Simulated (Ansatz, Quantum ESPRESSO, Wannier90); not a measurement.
# Ballistic channels from Wannier functions: straight Ag chain, spacing 2.66 Å, part 4 of 5

Wanted: localised orbitals and the quantum conductance of this wire: straight Ag chain, spacing 2.66 Å.

Quantum ESPRESSO 7.5 and Wannier90 3.1.0; plane-wave DFT, LDA, GBRV ultrasoft pseudopotentials; cross-check by Ansatz 0.2.0 with PAW datasets.

So far. Step 2 (Ground state): The run needed 11 iterations to bring the estimated error under 1e-07 Ry. Step 6 (Wannier functions and transport): Bands and channels are those of the Wannier model: bands that were not projected, and all outside the frozen window, are missing or only approximate.

**9. Localisation, bands and conductance, with dist_cutoff = 5.85**

Level of this step: maximally localised Wannier functions and ballistic conductance; plane-wave DFT, LDA, GBRV ultrasoft pseudopotentials (Wannier90).

A sensitivity test on the input.

Contents of wan_w.win:

```
num_wann = 6
num_bands = 21
num_iter = 200
num_print_cycles = 20
conv_tol = 1e-8
conv_window = 5
guiding_centres = true
dis_num_iter = 1500
dis_conv_tol = 1e-8
dis_win_min = -14.3029
dis_win_max = 5.6971
dis_froz_max = -1.8029
search_shells = 120
fermi_energy = -3.3029

transport = true
transport_mode = bulk
one_dim_axis = z
dist_cutoff = 5.85
dist_cutoff_mode = one_dim
tran_win_min = -4.0
tran_win_max = 2.0
tran_energy_step = 0.02

bands_plot = true
bands_num_points = 96
begin kpoint_path
G 0.0 0.0 0.0 Z 0.0 0.0 0.5
end kpoint_path

begin projections
Ag:s;d
end projections

begin unit_cell_cart
ang
  8.0000000000 0.0000000000 0.0000000000
  0.0000000000 8.0000000000 0.0000000000
  0.0000000000 0.0000000000 2.6600000000
end unit_cell_cart

begin atoms_frac
  Ag 0.0000000000 0.0000000000 0.0000000000
end atoms_frac

mp_grid = 1 1 14
begin kpoints
  0.0 0.0 0.0000000000
  0.0 0.0 0.0714285714
  0.0 0.0 0.1428571429
  0.0 0.0 0.2142857143
  0.0 0.0 0.2857142857
  0.0 0.0 0.3571428571
  0.0 0.0 0.4285714286
  0.0 0.0 0.5000000000
  0.0 0.0 0.5714285714
  0.0 0.0 0.6428571429
  0.0 0.0 0.7142857143
  0.0 0.0 0.7857142857
  0.0 0.0 0.8571428571
  0.0 0.0 0.9285714286
end kpoints
```

On the command line:

```sh
> OMP_NUM_THREADS=1 wannier90.x wan_w > wan_w.run.log
```

The program printed:

```text
[banner, memory and clock lines left out]
+---------------------------------------------------+
             |                                                   |
             |                   WANNIER90                       |
             |                                                   |
             +---------------------------------------------------+
             |                                                   |
             |        Welcome to the Maximally-Localized         |
             |        Generalized Wannier Functions code         |
             |                             |
             |                                                   |
             |                                                   |
             |  Wannier90 Developer Group:                       |
             |    Giovanni Pizzi    (EPFL)                       |
             |    Valerio Vitale    (Cambridge)                  |
             |    David Vanderbilt  (Rutgers University)         |
             |    Nicola Marzari    (EPFL)                       |
             |    Ivo Souza         (Universidad del Pais Vasco) |
             |    Arash A. Mostofi  (Imperial College London)    |
             |    Jonathan R. Yates (University of Oxford)       |
             |                                                   |
             |  For the full list of Wannier90 3.x authors,      |
             |  please check the code documentation and the      |
             |  README on the GitHub page of the code            |
             |                                                   |
             |                                                   |
             |                                                   |
             |  [ref] "Wannier90 as a community code:            |
             |        new features and applications",            |
             |        165902 (2020).                             |
             |            |
             |                                                   |
             |  in any publications arising from the use of      |
             |                                                   |
             |  [ref] "Maximally Localized Generalised Wannier   |
             |         Functions for Composite Energy Bands"     |
             |         N. Marzari and D. Vanderbilt              |
             |         Phys. Rev. B 56 12847 (1997)              |
             |                                                   |
             |  [ref] "Maximally Localized Wannier Functions     |
             |         for Entangled Energy Bands"               |
             |         I. Souza, N. Marzari and D. Vanderbilt    |
             |         Phys. Rev. B 65 035109 (2001)             |
             |                                                   |
             |                                                   |
             | Copyright (c) 1996-2020                           |
             |        The Wannier90 Developer Group and          |
             |        individual contributors                    |
             |                                                   |
             |      Release: 3.1.0        5th March    2020      |
             |                                                   |
             | This program is free software; you can            |
             | redistribute it and/or modify it under the terms  |
             | of the GNU General Public License as published by |
             | the Free Software Foundation; either version 2 of |
             | the License, or (at your option) any later version|
             |                                                   |
             | This program is distributed in the hope that it   |
             | will be useful, but WITHOUT ANY WARRANTY; without |
             | even the implied warranty of MERCHANTABILITY or   |
             | FITNESS FOR A PARTICULAR PURPOSE. See the GNU     |
             | General Public License for more details.          |
             |                                                   |
             | You should have received a copy of the GNU General|
             | Public License along with this program; if not,   |
             | write to the Free Software Foundation, Inc.,      |
             | 675 Mass Ave, Cambridge, MA 02139, USA.           |
             |                                                   |
             +---------------------------------------------------+
[date or host left out]
             +---------------------------------------------------+

 ******************************************************************************
 * -> Using CODATA 2006 constant values                                       *
 *    (                      *
 * -> Using Bohr value from CODATA                                            *
 ******************************************************************************

 Running in serial (with parallel executable)

                                    ------
                                    SYSTEM
                                    ------

                              Lattice Vectors (Ang)
                    a_1     8.000000   0.000000   0.000000
                    a_2     0.000000   8.000000   0.000000
                    a_3     0.000000   0.000000   2.660000

                   Unit Cell Volume:     170.24000  (Ang^3)

                        Reciprocal-Space Vectors (Ang^-1)
                    b_1     0.785398   0.000000   0.000000
                    b_2     0.000000   0.785398   0.000000
                    b_3     0.000000   0.000000   2.362100

 *----------------------------------------------------------------------------*
 |   Site       Fractional Coordinate          Cartesian Coordinate (Ang)     |
 +----------------------------------------------------------------------------+
 | Ag   1   0.00000   0.00000   0.00000   |    0.00000   0.00000   0.00000    |
 *----------------------------------------------------------------------------*
                                ------------
                                K-POINT GRID
                                ------------

             Grid size =  1 x  1 x 14      Total points =   14

 *---------------------------------- MAIN ------------------------------------*
 |  Number of Wannier Functions               :                 6             |
 |  Number of Objective Wannier Functions     :                 6             |
 |  Number of input Bloch states              :                21             |
 |  Output verbosity (1=low, 5=high)          :                 1             |
[...]
20    -0.351E-04     0.0106083730        6.8254004988       0.01  <-- CONV
        O_D=      0.0000000 O_OD=      0.1719670 O_TOT=      6.8254005 <-- SPRD
 Delta: O_D=  0.1255818E-11 O_OD= -0.3507451E-04 O_TOT= -0.3507451E-04 <-- DLTA
 Cycle:     40
[...]
Sum of centres and spreads ( -0.000000, -0.000000,  0.000000 )     6.82533575

     40    -0.245E-05     0.0039390596        6.8253357490       0.02  <-- CONV
        O_D=      0.0000000 O_OD=      0.1719023 O_TOT=      6.8253357 <-- SPRD
 Delta: O_D=  0.9732544E-08 O_OD= -0.2459654E-05 O_TOT= -0.2449921E-05 <-- DLTA
 Cycle:     60
[...]
Sum of centres and spreads ( -0.000000, -0.000000,  0.000000 )     6.82530540

     60    -0.954E-06     0.0040724153        6.8253054046       0.03  <-- CONV
        O_D=      0.0000000 O_OD=      0.1718719 O_TOT=      6.8253054 <-- SPRD
 Delta: O_D= -0.1329179E-06 O_OD= -0.8211402E-06 O_TOT= -0.9540582E-06 <-- DLTA
 Cycle:     80
[...]
Sum of centres and spreads ( -0.000000, -0.000000, -0.000000 )     6.82528940

     80    -0.509E-06     0.0026210845        6.8252894043       0.04  <-- CONV
        O_D=      0.0000000 O_OD=      0.1718559 O_TOT=      6.8252894 <-- SPRD
 Delta: O_D= -0.2712899E-09 O_OD= -0.5091045E-06 O_TOT= -0.5093758E-06 <-- DLTA
 Cycle:    100
[...]
Sum of centres and spreads ( -0.000000, -0.000000,  0.000000 )     6.82528068

    100    -0.369E-06     0.0018402359        6.8252806808       0.05  <-- CONV
        O_D=      0.0000000 O_OD=      0.1718472 O_TOT=      6.8252807 <-- SPRD
 Delta: O_D= -0.1486411E-07 O_OD= -0.3539960E-06 O_TOT= -0.3688601E-06 <-- DLTA

 Writing checkpoint file wan_w.chk... done

 Cycle:    120
[...]
Sum of centres and spreads ( -0.000000, -0.000000,  0.000000 )     6.82527565

    120    -0.126E-06     0.0014311855        6.8252756455       0.06  <-- CONV
        O_D=      0.0000000 O_OD=      0.1718422 O_TOT=      6.8252756 <-- SPRD
 Delta: O_D= -0.4175523E-08 O_OD= -0.1214073E-06 O_TOT= -0.1255828E-06 <-- DLTA
 Cycle:    140
[...]
Sum of centres and spreads ( -0.000000, -0.000000, -0.000000 )     6.82527296

    140    -0.972E-07     0.0011854960        6.8252729559       0.07  <-- CONV
        O_D=      0.0000000 O_OD=      0.1718395 O_TOT=      6.8252730 <-- SPRD
 Delta: O_D= -0.1061865E-07 O_OD= -0.8655834E-07 O_TOT= -0.9717699E-07 <-- DLTA
 Cycle:    160
[...]
Sum of centres and spreads ( -0.000000, -0.000000, -0.000000 )     6.82527144

    160    -0.650E-07     0.0007541248        6.8252714416       0.08  <-- CONV
        O_D=      0.0000000 O_OD=      0.1718380 O_TOT=      6.8252714 <-- SPRD
 Delta: O_D= -0.1520488E-08 O_OD= -0.6348805E-07 O_TOT= -0.6500854E-07 <-- DLTA
 Cycle:    180
[...]
Sum of centres and spreads ( -0.000000, -0.000000, -0.000000 )     6.82527057

    180    -0.288E-07     0.0005544126        6.8252705686       0.09  <-- CONV
        O_D=      0.0000000 O_OD=      0.1718371 O_TOT=      6.8252706 <-- SPRD
 Delta: O_D=  0.4370474E-09 O_OD= -0.2927364E-07 O_TOT= -0.2883659E-07 <-- DLTA
 Cycle:    200
[...]
WF centre and spread    5  (  0.000000, -0.000000, -0.000000 )     0.64218007
  WF centre and spread    6  ( -0.000000, -0.000000,  0.000000 )     0.65017109
  Sum of centres and spreads ( -0.000000, -0.000000, -0.000000 )     6.82527011

    200    -0.139E-07     0.0004035592        6.8252701061       0.09  <-- CONV
        O_D=      0.0000000 O_OD=      0.1718366 O_TOT=      6.8252701 <-- SPRD
 Delta: O_D=  0.4695756E-09 O_OD= -0.1436914E-07 O_TOT= -0.1389957E-07 <-- DLTA

 Writing checkpoint file wan_w.chk... done

 Final State
  WF centre and spread    1  ( -0.000000, -0.000000, -0.000000 )     3.25364967
  WF centre and spread    2  (  0.000000,  0.000000, -0.000000 )     0.83547905
  WF centre and spread    3  ( -0.000000,  0.000000, -0.000000 )     0.72189511
  WF centre and spread    4  (  0.000000,  0.000000,  0.000000 )     0.72189511
  WF centre and spread    5  (  0.000000, -0.000000, -0.000000 )     0.64218007
  WF centre and spread    6  ( -0.000000, -0.000000,  0.000000 )     0.65017109
  Sum of centres and spreads ( -0.000000, -0.000000, -0.000000 )     6.82527011

         Spreads (Ang^2)       Omega I      =     6.653433472
        ================       Omega D      =     0.000000002
                               Omega OD     =     0.171836633
    Final Spread (Ang^2)       Omega Total  =     6.825270106
 Time for wannierise            0.089 (sec)

 Writing checkpoint file wan_w.chk... done

 *---------------------------------------------------------------------------*
 |                               PLOTTING                                    |
 *---------------------------------------------------------------------------*

 Translated centres
    translation centre in fractional coordinate:  0.000000  0.000000  0.000000
  WF centre     1  ( -0.000000, -0.000000, -0.000000 )
  WF centre     2  (  0.000000,  0.000000, -0.000000 )
  WF centre     3  ( -0.000000,  0.000000, -0.000000 )
  WF centre     4  (  0.000000,  0.000000,  0.000000 )
  WF centre     5  (  0.000000, -0.000000, -0.000000 )
  WF centre     6  ( -0.000000, -0.000000,  0.000000 )

 Calculating interpolated band-structure

 Time to calculate interpolated band structure       0.004 (sec)

 Time for plotting              0.007 (sec)

 *---------------------------------------------------------------------------*
 |                              TRANSPORT                                    |
 *---------------------------------------------------------------------------*

 Calculation of Quantum Conductance and DoS: bulk mode

 Maximum imaginary part of the real-space Hamiltonian:     0.000003

     Maximum real part of the real-space Hamiltonian at each lattice point
            Lattice point R           Max |H_ij(R)|
                  -8                     0.000000
                  -7                     0.000000
                  -6                     0.000000
                  -5                     0.000000
                  -4                     0.000000
                  -3                     0.000000
                  -2                     0.453422
                  -1                     1.333147
                   0                     6.147640
                   1                     1.333147
                   2                     0.453422
                   3                     0.000000
                   4                     0.000000
                   5                     0.000000
                   6                     0.000000
                   7                     0.000000
                   8                     0.000000

 Number of unit cells inside the principal layer:     2
 Number of Wannier Functions inside the principal layer:    12

 Calculating quantum conductance and density of states... done

 Time for transport             0.075 (sec)
 Total Execution Time           0.215 (sec)

 *===========================================================================*
 |                             TIMING INFORMATION                            |
 *===========================================================================*
 |    Tag                                                Ncalls      Time (s)|
 |---------------------------------------------------------------------------|
 |kmesh: get                                        :         1         0.012|
 |overlap: allocate                                 :         1         0.000|
 |overlap: read                                     :         1         0.021|
 |dis: main                                         :         1         0.006|
 |wann: main                                        :         1         0.089|
 |plot: main                                        :         1         0.007|
 |tran: main                                        :         1         0.075|
 *---------------------------------------------------------------------------*

 All done: wannier90 exiting
[key lines of the parts left out:]
|  Fermi energy (eV)                         :            -3.303             |
```

It took 0.68 s on 1 MPI rank of Arm Neoverse V2, shared host; peak memory 0.09 GiB.

The total spread is 6.83 against 6.83 Å². Between −2 and 1.5 eV the channel count differs from the first run's at 7 % of the energies, and at the Fermi level it is 1 against 1. Spreads don't depend on this cutoff; only the transport does.

**10. Neighbour list from wannier90 -pp, with dis_froz_max − E_F = 9.0**

Another try, with an input changed as a hurried user might.

Contents of wan_bad.win:

```
num_wann = 6
num_bands = 21
num_iter = 200
num_print_cycles = 20
conv_tol = 1e-8
conv_window = 5
guiding_centres = true
dis_num_iter = 1500
dis_conv_tol = 1e-8
dis_win_min = -14.3029
dis_win_max = 5.6971
dis_froz_max = 5.6971
search_shells = 120
fermi_energy = -3.3029

transport = true
transport_mode = bulk
one_dim_axis = z
dist_cutoff = 18.52
dist_cutoff_mode = one_dim
tran_win_min = -4.0
tran_win_max = 2.0
tran_energy_step = 0.02

bands_plot = true
bands_num_points = 96
begin kpoint_path
G 0.0 0.0 0.0 Z 0.0 0.0 0.5
end kpoint_path

begin projections
Ag:s;d
end projections

begin unit_cell_cart
ang
  8.0000000000 0.0000000000 0.0000000000
  0.0000000000 8.0000000000 0.0000000000
  0.0000000000 0.0000000000 2.6600000000
end unit_cell_cart

begin atoms_frac
  Ag 0.0000000000 0.0000000000 0.0000000000
end atoms_frac

mp_grid = 1 1 14
begin kpoints
  0.0 0.0 0.0000000000
  0.0 0.0 0.0714285714
  0.0 0.0 0.1428571429
  0.0 0.0 0.2142857143
  0.0 0.0 0.2857142857
  0.0 0.0 0.3571428571
  0.0 0.0 0.4285714286
  0.0 0.0 0.5000000000
  0.0 0.0 0.5714285714
  0.0 0.0 0.6428571429
  0.0 0.0 0.7142857143
  0.0 0.0 0.7857142857
  0.0 0.0 0.8571428571
  0.0 0.0 0.9285714286
end kpoints
```

On the command line:

```sh
> OMP_NUM_THREADS=1 wannier90.x -pp wan_bad > wan_bad.pp.log
```

It took 0.49 s on 1 MPI rank; peak memory 0.09 GiB.

**11. Overlaps and projections**

The same post-processing, on the changed run.

Contents of wan_bad.p2w.in:

```
&inputpp
  prefix = 'nscf'
  outdir = './out'
  seedname = 'wan_bad'
  write_mmn = .true.
  write_amn = .true.
  write_unk = .false.
/
```

On the command line:

```sh
> OMP_NUM_THREADS=1 mpirun -n 2 pw2wannier90.x -in wan_bad.p2w.in > wan_bad.p2w.out
```

Elapsed: 3 s, on 2 MPI ranks; peak memory 0.1 GiB.

(Part 4 of 5 ends here.)

[Logs are printed without paths, hosts, clocks, repeated set-up lines and the standing remarks that a program may print on its own settings, such as how far it seeks lower states.]

[Hosts, paths, dates, database ids (printed as entryN), source tags and the programs' standing remarks are cut or masked in the printed files.]

[Maps of the electrostatic potential energy from Ansatz leave out the sawtooth potential of an applied field or a dipole correction, so their vacuum need not be flat; planar profiles and work functions include it.]
